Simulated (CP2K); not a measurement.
The O K edge of 5-acetylpyrimidine was computed by TDDFT (CP2K XAS_TDP, aug-cc-pVDZ, TDA) at these levels: PBE0, PBEh(45%) and PBEh(45%) + GW2X. The first three lines of O3 (bonded to C) with a strength over 0.0015, energy in eV and strength:

```csv
run,first,second,third
1,526.16 (0.042),531.53 (0.003),534.22 (0.002)
2,518.34 (0.032),521.85 (0.005),525.62 (0.002)
3,530.82 (0.041),536.19 (0.003),538.88 (0.002)
```

Which run is which?

Run 1: PBEh(45%) (45 % exact exchange). Run 2: PBE0 (25 % exact exchange). Run 3: PBEh(45%) + GW2X (45 % exact exchange). Self-interaction lifts the core level, so the uncorrected lines rise with the share of exact exchange. The GW2X run keeps the spacings of its parent: 5.37 eV between the first two lines in run 3, 5.37 eV in run 1. Its shift is +4.66 eV, since the Kohn–Sham level at this share of exchange lies that far above the quasiparticle level.

[Banner, clock and machine lines of the logs are left out without a mark of their own.]

[Logs are printed without paths, hosts, clocks, repeated set-up lines and the standing remarks that a program may print on its own settings, such as how far it seeks lower states.]

[Hosts, paths, dates, database ids (printed as entryN), source tags and the programs' standing remarks are cut or masked in the printed files.]
